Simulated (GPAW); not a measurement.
A computed O K-edge spectrum of one site in a crystal of Ca, O and Ru, with its zero at a photon energy of about 524.8 eV (raw 533.7 eV, less 8.8 eV of added terms; LDA puts this hole about 4 eV below PBE, itself good to a few eV). Method: GPAW, LDA, excited-electron core hole (neutral cell) in a small cell, dipole transitions, broadening that rises with energy.

Energy from the lowest empty level; intensity scaled to a mean of 1 over the first 20 eV:

| E (eV) | intensity |
| --- | --- |
| -2.0 | 0.00 |
| -1.5 | 0.00 |
| -1.0 | 0.01 |
| -0.5 | 0.18 |
| 0.0 | 0.53 |
| 0.5 | 0.30 |
| 1.0 | 0.19 |
| 1.5 | 0.82 |
| 2.0 | 1.28 |
| 2.5 | 1.06 |
| 3.0 | 1.11 |
| 3.5 | 1.13 |
| 4.0 | 1.32 |
| 4.5 | 1.57 |
| 5.0 | 1.44 |
| 5.5 | 1.26 |
| 6.0 | 1.17 |
| 6.5 | 1.01 |
| 7.0 | 0.79 |
| 7.5 | 0.70 |
| 8.0 | 0.79 |
| 8.5 | 0.93 |
| 9.0 | 1.02 |
| 9.5 | 1.01 |
| 10.0 | 0.98 |
| 10.5 | 1.06 |
| 11.0 | 1.32 |
| 11.5 | 1.68 |
| 12.0 | 1.94 |
| 12.5 | 1.91 |
| 13.0 | 1.63 |
| 13.5 | 1.27 |
| 14.0 | 0.99 |
| 14.5 | 0.87 |
| 15.0 | 0.84 |
| 15.5 | 0.84 |
| 16.0 | 0.82 |
| 16.5 | 0.76 |
| 17.0 | 0.68 |
| 17.5 | 0.62 |
| 18.0 | 0.57 |
| 18.5 | 0.56 |
| 19.0 | 0.56 |
| 19.5 | 0.56 |
| 20.0 | 0.57 |
| 20.5 | 0.57 |
| 21.0 | 0.55 |
| 21.5 | 0.54 |
| 22.0 | 0.52 |
| 22.5 | 0.51 |
| 23.0 | 0.51 |
| 23.5 | 0.51 |
| 24.0 | 0.53 |
| 24.5 | 0.55 |
| 25.0 | 0.58 |
| 25.5 | 0.63 |
| 26.0 | 0.68 |
| 26.5 | 0.74 |
| 27.0 | 0.79 |
| 27.5 | 0.83 |
| 28.0 | 0.87 |
| 28.5 | 0.90 |
| 29.0 | 0.93 |
| 29.5 | 0.95 |
| 30.0 | 0.98 |
| 30.5 | 1.02 |
| 31.0 | 1.05 |
| 31.5 | 1.09 |
| 32.0 | 1.11 |

Q: Which coordination does this site have?

A K edge sees empty p states; the first features are O p mixed into the empty d states of the Ru neighbours, and the broad ones above probably into the cations' higher empty bands. It is atom 7 of Ca2RuO4 (Cmce), with 2 Ru at 1.96 Å and 2 Ca at 2.37 Å (4-fold, site symmetry m). Its main maxima below 24 eV lie at 0.1 eV (0.54), 2.0 eV (1.28), 4.5 eV (1.57), 9.1 eV (1.03) and 12.2 eV (1.96). A near-edge spectrum doesn't fix the structure by itself; it is matched against candidates. The unit cell's mesh shows no gap over 0.35 eV. That is right for a metallic compound; for a small-gap or correlated insulator it would be the fault of the functional or of the assumed magnetic order, and the hole would be screened too well. The crystal has 2 inequivalent O sites and not all are shown here, while a measurement adds them all. The holes are only 5.3 Å apart, so the shape is probably not converged with cell size; no larger cell was run here. The mesh is coarse (0.32 Å⁻¹ between points), so small maxima may be mesh ripples. Lifetime broadening is put in by hand, and intensities beyond about 20 eV depend on it and on the partial waves; weight that the partial waves miss at high energy is lost. The structure is a computed Materials Project entry and may be a hypothetical form.

[Hosts, paths, dates, database ids (printed as entryN), source tags and the programs' standing remarks are cut or masked in the printed files.]

[Lists of maxima count a maximum above −3 eV only where it reaches 4 % of the highest in the window and stands out from its surroundings by 2 % of it (1.5 % where it reaches 55 %); shoulders and weaker maxima are passed over, and of the rest the first, up to two pre-edge ones and the few strongest are named.]
